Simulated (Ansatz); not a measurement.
# Fe(100) with 4 thermally displaced layers, 2x2: scattering by thermal displacements

Aim: the resistivity of Fe at 80 K from frozen thermal displacements between perfect leads.

Main program and level: Ansatz 0.2.0; Ansatz plane-wave DFT, PBE, PAW files, collinear spin; ballistic transport by layer matching (Landauer), zero bias; PAW set soft_1.

Most raw output is cut from this account.

### 1. Set-up

The cell holds 56 atoms: 56 Fe. Its edges and angles: a = 5.733 Å, b = 5.733 Å, c = 20.066 Å, α = 90.0°, β = 90.0°, γ = 90.0°. It derives from Fe. Regions: lead, 40 atoms (40 Fe); scattering region, 16 atoms (16 Fe). The structure is stacked along c, and the current runs across the ab planes.

### 2. With 4 displaced layers

Each atom of 4 layers is moved at random, by amounts drawn from a normal law 0.0406 Å wide in each direction from the Debye model (470 K) at 80 K. The layers about the cell's end stay perfect and serve as the lead. Disorder leaves little or no symmetry, which makes such runs dear. Energies from -0.05 to 0.05 eV in steps of 0.05 eV are too few for the program's thermal sum, so it prints no conductance; for a metal the transmission near the Fermi level serves, at a fraction of the cost.

input.yaml

```yaml
crystal:
  lattice:
    - [5.733, 0.0, 0.0]
    - [0.0, 5.733, 0.0]
    - [0.0, 0.0, 20.0655]
  atoms:
    - { symbol: Fe, position: [0.0, 0.0, 0.0357142857], spin: 3.0 }
    - { symbol: Fe, position: [0.0, 0.5, 0.0357142857], spin: 3.0 }
    - { symbol: Fe, position: [0.5, 0.0, 0.0357142857], spin: 3.0 }
    - { symbol: Fe, position: [0.5, 0.5, 0.0357142857], spin: 3.0 }
    - { symbol: Fe, position: [0.25, 0.25, 0.1071428571], spin: 3.0 }
    - { symbol: Fe, position: [0.25, 0.75, 0.1071428571], spin: 3.0 }
    - { symbol: Fe, position: [0.75, 0.25, 0.1071428571], spin: 3.0 }
    - { symbol: Fe, position: [0.75, 0.75, 0.1071428571], spin: 3.0 }
[... 44 atom lines left out ...]
    - { symbol: Fe, position: [0.25, 0.25, 0.9642857143], spin: 3.0 }
    - { symbol: Fe, position: [0.25, 0.75, 0.9642857143], spin: 3.0 }
    - { symbol: Fe, position: [0.75, 0.25, 0.9642857143], spin: 3.0 }
    - { symbol: Fe, position: [0.75, 0.75, 0.9642857143], spin: 3.0 }
magnetization:
  spin_polarized: true
kpoints:
  mp_grid: { grid: [4, 4, 1] }
hamiltonian:
  xc: pbe
  pseudopotentials: { kind: paw, azcp: { folder: soft_1 } }
scf:
  occupations: { method: fermi_dirac, width: 0.1 }
output:
  transmission: { leads: [[0, 4]], kmesh: [8, 8], e_range: [-0.05, 0.05], de: 0.05 }
  write_potential: true
  write_density: true
  volumetric_format: npy
  elf: true
```

The run is started by

```console
ansatz run input.yaml --threads 4 --pin off --max-ram 15360MiB --backend cpu --events-out ev --progress --plain --runs-dir out
```

The job ended after 28 min (4 threads of Intel Xeon Platinum 8259CL at 2.50GHz (Skylake/Cascade Lake), shared host; peak memory 7.5 GiB).

This step gave:

```
free energy                  : -250907.4112 eV
energy at zero smearing      : -250906.5254 eV
Fermi energy                 : 17.63 eV
magnetization                : 123.3 μB
absolute magnetization       : 130.7 μB
cell area                    : 32.87 Å²
transmission, spin up        : 7.471
transmission, spin down      : 3.377
open channels, spin up       : 7.969
open channels, spin down     : 3.531
step of the lead's potential : 2.4 meV
```

Per spin. Transmission, zone mean against energy, zero at the Fermi level:

```
energy (eV)  T up  T down
    -0.0500  7.39    3.54
     0.0000  7.47    3.38
     0.0500  7.24    3.27
```

Per spin. Open channels, zone mean against energy, zero at the Fermi level:

```
energy (eV)  lead up  lead down
    -0.0500     7.91       3.72
     0.0000     7.97       3.53
     0.0500     7.72       3.48
```

Transmission over k1 and k2. At 0.0000 eV from the Fermi level, spin up.

Ten even steps from '0' (5.6) to '9' (10.1):
```
44064604
30024200
65296925
04468644
65296925
30024200
44064604
44470744
```
Columns: k1 (b1) from -0.5 to 0.375; rows upwards: k2 (b2) from -0.5 to 0.375.

Open channels over k1 and k2. At 0.0000 eV from the Fermi level, spin up.

Ten even steps from '0' (6.0) to '9' (11.0):
```
44064604
40024200
86296926
04468644
86296926
40024200
44064604
44480844
```
Columns: k1 (b1) from -0.5 to 0.375; rows upwards: k2 (b2) from -0.5 to 0.375.

Transmission over k1 and k2. At 0.0000 eV from the Fermi level, spin down.

Ten even steps from '0' (0.0) to '9' (12.8):
```
12112112
11222221
11277721
12279722
11277721
11222221
12112112
01111111
```
Columns: k1 (b1) from -0.5 to 0.375; rows upwards: k2 (b2) from -0.5 to 0.375.

Open channels over k1 and k2. At 0.0000 eV from the Fermi level, spin down.

Ten even steps from '0' (0.0) to '9' (14.0):
```
12112112
11222221
11277721
12279722
11277721
11222221
12112112
01111111
```
Columns: k1 (b1) from -0.5 to 0.375; rows upwards: k2 (b2) from -0.5 to 0.375.

Spin density in the ca plane at fractional y = 0.000, with atoms of Fe within 0.2 Å of it.

Ten even steps from '0' (0.0 e/Å³) to '9' (4.3 e/Å³), each cell a mean:
```
00026410000364100015840000037410000463000004
00001000000010000001210000001000000010000000
00000000000000000000000000000000000000000000
00000000000000000000000000000000000000000000
00000000000000000000000000000000000000000000
00001100000011000000100000012100000010000000
00036410000374100003740000048410000473000014
00049610000496100014951000048510001595000015
00013200000132000001310000013100000231000002
00000000000000000000000000000000000000000000
00000000000000000000000000000000000000000000
00000000000000000000000000000000000000000000
00000000000000000000000000000000000000000000
00013200000132000001210000013100000231000002
00049610000496100015840000049510001695000016
```
Columns run along c (16.0 Å, from fractional 0.10 to 0.90 of the cell), rows up along a (5.7 Å). Atoms in or near the plane, at fractional coordinates: Fe at (0.18, 0.00), Fe at (0.18, 0.50), Fe at (0.32, 0.00), Fe at (0.32, 0.50), Fe at (0.46, 0.98), Fe at (0.46, 0.50), Fe at (0.61, 0.00), Fe at (0.61, 0.51), Fe at (0.75, 0.00), Fe at (0.75, 0.50), Fe at (0.89, 0.00), Fe at (0.89, 0.50).

ELF in the ca plane at fractional y = 0.000, with atoms of Fe within 0.2 Å of it. It is the smooth field of the valence electrons, not physical close to the nuclei.

Values, 8 rows by 16 columns, each cell a mean:
```
0.28 0.44 0.27 0.27 0.47 0.26 0.26 0.54 0.26 0.26 0.48 0.27 0.27 0.43 0.28 0.30
0.35 0.25 0.32 0.35 0.24 0.33 0.33 0.23 0.34 0.33 0.24 0.35 0.32 0.25 0.35 0.30
0.34 0.22 0.29 0.33 0.22 0.30 0.31 0.22 0.32 0.30 0.22 0.33 0.28 0.22 0.35 0.27
0.25 0.58 0.29 0.25 0.62 0.26 0.25 0.63 0.25 0.27 0.64 0.25 0.30 0.57 0.25 0.35
0.28 0.45 0.27 0.27 0.47 0.26 0.26 0.46 0.26 0.26 0.42 0.27 0.27 0.44 0.28 0.30
0.35 0.25 0.32 0.35 0.24 0.33 0.34 0.24 0.34 0.33 0.25 0.35 0.32 0.25 0.35 0.30
0.34 0.22 0.29 0.33 0.22 0.30 0.32 0.22 0.33 0.30 0.21 0.34 0.28 0.23 0.35 0.27
0.25 0.58 0.29 0.25 0.62 0.26 0.26 0.55 0.25 0.26 0.60 0.25 0.30 0.56 0.25 0.35
```
Columns run along c (16.0 Å, from fractional 0.10 to 0.90 of the cell), rows up along a (5.7 Å). Atoms in or near the plane, at fractional coordinates: Fe at (0.18, 0.00), Fe at (0.18, 0.50), Fe at (0.32, 0.00), Fe at (0.32, 0.50), Fe at (0.46, 0.98), Fe at (0.46, 0.50), Fe at (0.61, 0.00), Fe at (0.61, 0.51), Fe at (0.75, 0.00), Fe at (0.75, 0.50), Fe at (0.89, 0.00), Fe at (0.89, 0.50).

Valence density in the ca plane at fractional y = 0.000, with atoms of Fe within 0.2 Å of it. It is the smooth field of the valence electrons, not physical close to the nuclei.

Ten steps, logarithmic in the rise over the least value, from '0' (0 e/Å³) to '9' (27 e/Å³), each cell a mean:
```
00379841002798400048983000379840004897300048
00135410001354100025641000145410001453100014
00001000000010000001110000001100000010000000
00000000000000000000000000000000000000000000
00001000000010000000100000011100000010000000
00135420001354100014541000146420001454100014
00379841002798400037983000389840004897300048
00379951003898510048984000489840004898300158
00257630002676300026762000257520003676200036
00012210000122000001210000012100000221000002
00000000000000000000000000000000000000000000
00000000000000000000000000000000000000000000
00012210000122000001110000012100000221000002
00257630002576300025651000257620002676200036
00389951003898510048983000389851004898300158
```
Columns run along c (16.0 Å, from fractional 0.10 to 0.90 of the cell), rows up along a (5.7 Å). Atoms in or near the plane, at fractional coordinates: Fe at (0.18, 0.00), Fe at (0.18, 0.50), Fe at (0.32, 0.00), Fe at (0.32, 0.50), Fe at (0.46, 0.98), Fe at (0.46, 0.50), Fe at (0.61, 0.00), Fe at (0.61, 0.51), Fe at (0.75, 0.00), Fe at (0.75, 0.50), Fe at (0.89, 0.00), Fe at (0.89, 0.50).

Nearest the Fermi level spin up passes 7.47 of 7.97 channels of the lower lead and spin down 3.38 of 3.53.

### 3. With 8 displaced layers

Each atom of 8 layers is moved at random, by amounts drawn from a normal law 0.0406 Å wide in each direction from the Debye model (470 K) at 80 K. A fresh draw is used; the growth of the resistance with length is what counts.

System of this step: Fe(100) with 8 thermally displaced layers, 2x2. The cell holds 72 atoms: 72 Fe. Cell: a = 5.733 Å, b = 5.733 Å, c = 25.798 Å, α = 90.0°, β = 90.0°, γ = 90.0°. It derives from Fe. Regions: lead, 40 atoms (40 Fe); scattering region, 32 atoms (32 Fe). The structure is stacked along c, and the current runs across the ab planes.

input.yaml

```yaml
crystal:
  lattice:
    - [5.733, 0.0, 0.0]
    - [0.0, 5.733, 0.0]
    - [0.0, 0.0, 25.7985]
  atoms:
    - { symbol: Fe, position: [0.0, 0.0, 0.0277777778], spin: 3.0 }
    - { symbol: Fe, position: [0.0, 0.5, 0.0277777778], spin: 3.0 }
    - { symbol: Fe, position: [0.5, 0.0, 0.0277777778], spin: 3.0 }
    - { symbol: Fe, position: [0.5, 0.5, 0.0277777778], spin: 3.0 }
    - { symbol: Fe, position: [0.25, 0.25, 0.0833333333], spin: 3.0 }
    - { symbol: Fe, position: [0.25, 0.75, 0.0833333333], spin: 3.0 }
    - { symbol: Fe, position: [0.75, 0.25, 0.0833333333], spin: 3.0 }
    - { symbol: Fe, position: [0.75, 0.75, 0.0833333333], spin: 3.0 }
[... 60 atom lines left out ...]
    - { symbol: Fe, position: [0.25, 0.25, 0.9722222222], spin: 3.0 }
    - { symbol: Fe, position: [0.25, 0.75, 0.9722222222], spin: 3.0 }
    - { symbol: Fe, position: [0.75, 0.25, 0.9722222222], spin: 3.0 }
    - { symbol: Fe, position: [0.75, 0.75, 0.9722222222], spin: 3.0 }
magnetization:
  spin_polarized: true
kpoints:
  mp_grid: { grid: [4, 4, 1] }
hamiltonian:
  xc: pbe
  pseudopotentials: { kind: paw, azcp: { folder: soft_1 } }
scf:
  occupations: { method: fermi_dirac, width: 0.1 }
output:
  transmission: { leads: [[0, 4]], kmesh: [8, 8], e_range: [-0.05, 0.05], de: 0.05 }
  write_potential: true
  write_density: true
  volumetric_format: npy
```

Run time: 41 min. Hardware: 4 threads; peak memory 9.6 GiB; 2.5 h of CPU time.

Numbers from this step:

```yaml
free_energy: -322594.8975 eV
energy_at_zero_smearing: -322593.7673 eV
fermi_energy: 17.62 eV
magnetization: 160.1 μB
absolute_magnetization: 169.4 μB
transmission_spin_up: 7.211
transmission_spin_down: 3.227
open_channels_spin_down: 3.594
step_of_the_lead_s_potential: 1.9 meV
```

Per spin. Table of transmission, zone mean by energy, zero at the Fermi level:

```
energy (eV)  T up  T down
    -0.0500  7.08    3.35
     0.0000  7.21    3.23
     0.0500  6.84    3.12
```

Nearest the Fermi level spin up passes 7.21 of 7.97 channels of the lower lead and spin down 3.23 of 3.59.

### 4. With 12 displaced layers

Each atom of 12 layers is moved at random, by amounts drawn from a normal law 0.0406 Å wide in each direction from the Debye model (470 K) at 80 K. A fresh draw is used; the growth of the resistance with length is what counts.

System of this step: Fe(100) with 12 thermally displaced layers, 2x2. The cell holds 88 atoms: 88 Fe. Cell: a = 5.733 Å, b = 5.733 Å, c = 31.531 Å, α = 90.0°, β = 90.0°, γ = 90.0°. It derives from Fe. Regions: lead, 40 atoms (40 Fe); scattering region, 48 atoms (48 Fe). The structure is stacked along c, and the current runs across the ab planes.

input.yaml

```yaml
crystal:
  lattice:
    - [5.733, 0.0, 0.0]
    - [0.0, 5.733, 0.0]
    - [0.0, 0.0, 31.5315]
  atoms:
    - { symbol: Fe, position: [0.0, 0.0, 0.0227272727], spin: 3.0 }
    - { symbol: Fe, position: [0.0, 0.5, 0.0227272727], spin: 3.0 }
    - { symbol: Fe, position: [0.5, 0.0, 0.0227272727], spin: 3.0 }
    - { symbol: Fe, position: [0.5, 0.5, 0.0227272727], spin: 3.0 }
    - { symbol: Fe, position: [0.25, 0.25, 0.0681818182], spin: 3.0 }
    - { symbol: Fe, position: [0.25, 0.75, 0.0681818182], spin: 3.0 }
    - { symbol: Fe, position: [0.75, 0.25, 0.0681818182], spin: 3.0 }
    - { symbol: Fe, position: [0.75, 0.75, 0.0681818182], spin: 3.0 }
[... 76 atom lines left out ...]
    - { symbol: Fe, position: [0.25, 0.25, 0.9772727273], spin: 3.0 }
    - { symbol: Fe, position: [0.25, 0.75, 0.9772727273], spin: 3.0 }
    - { symbol: Fe, position: [0.75, 0.25, 0.9772727273], spin: 3.0 }
    - { symbol: Fe, position: [0.75, 0.75, 0.9772727273], spin: 3.0 }
magnetization:
  spin_polarized: true
kpoints:
  mp_grid: { grid: [4, 4, 1] }
hamiltonian:
  xc: pbe
  pseudopotentials: { kind: paw, azcp: { folder: soft_1 } }
scf:
  occupations: { method: fermi_dirac, width: 0.1 }
output:
  transmission: { leads: [[0, 4]], kmesh: [8, 8], e_range: [-0.05, 0.05], de: 0.05 }
  write_potential: true
  write_density: true
  volumetric_format: npy
```

Elapsed: 90 min, on 4 threads; peak memory 11 GiB.

Numbers from this step:

```yaml
free_energy: -394282.1859 eV
energy_at_zero_smearing: -394280.7919 eV
fermi_energy: 17.63 eV
magnetization: 194.3 μB
absolute_magnetization: 205.9 μB
transmission_spin_up: 6.497
transmission_spin_down: 3.035
step_of_the_lead_s_potential: 44.8 meV
```

Per spin. The transmission, zone mean by energy, zero at the Fermi level:

```
energy (eV)  T up  T down
    -0.0500  6.35    3.15
     0.0000  6.50    3.04
     0.0500  6.30    2.95
```

Nearest the Fermi level spin up passes 6.50 of 7.97 channels of the lower lead and spin down 3.04 of 3.59.

### 5. Resistance against length

This step: Ansatz plane-wave DFT, PBE, PAW files, collinear spin; ballistic transport by layer matching (Landauer), zero bias; resistivity from the slope of the area resistance; PAW set soft_1 (Ansatz 0.2.0).

This step gave:

| Item | Value |
| --- | --- |
| resistivity | 9.821 µΩ cm |
| intercept | -0.01617 fΩ m² |
| scatter about the fit | 0.008960 fΩ m² |

Resistance, by row:

```
run  length (Å)      T  channels N  RA (fΩ m²)  RA, spin up  RA, spin down
 n4       5.733  10.76       11.44     0.04647      0.07307         0.1276
 n8       11.47  10.28       11.44     0.08376       0.1199         0.2781
n12        17.2  9.431       11.48      0.1591       0.2503         0.4364
```

The area resistance by length of the displaced region:

```
length of the displaced region (Å)  area resistance (fΩ m²)
                              5.73                   0.0465
                             11.47                   0.0838
                             17.20                    0.159
```

The area resistance goes from 0.046 to 0.16 fΩ m² between 5.7 and 17.2 Å, a slope of 9.8 µΩ cm.

By hand from the end points: (0.1591 − 0.04647) fΩ m² / (17.20 − 5.73) Å = 9.8 µΩ cm, since 1 fΩ m² per Å is 1000 µΩ cm.

### 6. Results

```yaml
resistivity_from_the_slope: 9.82 µΩ cm
area_resistance_over_5p73_a: 0.0465 fΩ m²
area_resistance_over_11p5_a: 0.0838 fΩ m²
area_resistance_over_17p2_a: 0.159 fΩ m²
```

**Reading.** The slope gives 9.8 µΩ cm. The points scatter by 0.0090 fΩ m² about the line, with one random draw a length in a 2x2 cell, so the slope is a rough value. The mean square of the displacements drawn is 0.78, 0.99 and 1.2 of the nominal one at the three lengths; with each resistance scaled back by that, the slope is 6.6 µΩ cm, the value used below. Read with a model of isotropic scattering on a spherical Fermi surface and the lead's 1.3×10¹⁵ S/m², this slope means a mean free path near 98 Å; over these lengths the model's slope is 1.16 times its bulk resistivity, which would be 5.7 µΩ cm. This far under the Debye temperature the model doesn't describe a real metal: frozen displacements count zero-point motion as scattering and turn electrons through all angles, while in the metal the short-wave phonons freeze out. Spin disorder, a large part of this metal's resistivity when warm, is absent. The measured value is 0.693 µΩ cm (CRC Handbook of Chemistry and Physics, 84th ed., 2003, Electrical Resistivity of Pure Metals); the scaled slope is 9.5 times that and the corrected value 8.2: clearly high. One magnetic start was tried, and the two spins conduct in parallel without mixing. A lead's potential steps by up to 45 meV from period to period, which the log calls too much, so longer leads could move the result.

[Logs are printed without paths, hosts, clocks, repeated set-up lines and the standing remarks that a program may print on its own settings, such as how far it seeks lower states.]

[Hosts, paths, dates, database ids (printed as entryN), source tags and the programs' standing remarks are cut or masked in the printed files.]
